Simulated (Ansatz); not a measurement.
Two G0W0 runs on MoSeS (layered bulk) (P6_3mc).

The structure was built from a prototype and need not be the compound's stable phase.

```yaml
crystal:
  lattice:
    - [3.16712, 0.00000, 0.00000]
    - [-1.58356, 2.74280, 0.00000]
    - [0.00000, 0.00000, 12.00961]
  atoms:
    - { symbol: Mo, position: [0.33333, 0.66667, 0.25500] }
    - { symbol: S, position: [0.66667, 0.33333, 0.38220] }
    - { symbol: Se, position: [0.66667, 0.33333, 0.11280] }
    - { symbol: Mo, position: [0.66667, 0.33333, 0.75500] }
    - { symbol: S, position: [0.33333, 0.66667, 0.88220] }
    - { symbol: Se, position: [0.33333, 0.66667, 0.61280] }
```

The structure was relaxed with PBEsol-D3(BJ). The runs that relaxed it are not among those shown.

The first (Ansatz 0.2.0; start PBEsol, 9×9×2 mesh, 435 empty bands, screening to 150 eV, PAW set soft_1 files; 1 × NVIDIA H100 80GB HBM3 (shared by 6 runs) with 2 threads of AMD EPYC 7R13 (Zen 3), shared host) gave, on its mesh: starting gap 0.60 eV, G0W0 gap 0.94 eV, RPA ε∞ (mean) 14.15, 1.8 min.

The second gave: starting gap 0.60 eV, G0W0 gap 0.84 eV, RPA ε∞ (mean) 14.60, 46 s.

Question: What was changed in the input? Choose among start, files, mesh, bands and cutoff, frequency model or another key.

Changed: empty bands from 435 to 110 and screening cutoff (eV) from 150.0 to 60. The starting gap stayed, which rules out the functional and points to the GW step. Other changes could give like numbers; this is the one that was made.

Limits: not at the basis limit; no spin-orbit coupling.

[Paths, hosts, dates, memory and timing lines, banners, echoed tables and standing remarks are left out of the program output.]

[Logs are printed without paths, hosts, clocks, repeated set-up lines and the standing remarks that a program may print on its own settings, such as how far it seeks lower states.]

[Runs of the session that timed out or met a known fault of the program may be left out.]

[Cells called generated may have been cut or substituted from an entry of the Crystallography Open Database or the Materials Project.]

[Hosts, paths, dates, database ids (printed as entryN), source tags and the programs' standing remarks are cut or masked in the printed files.]
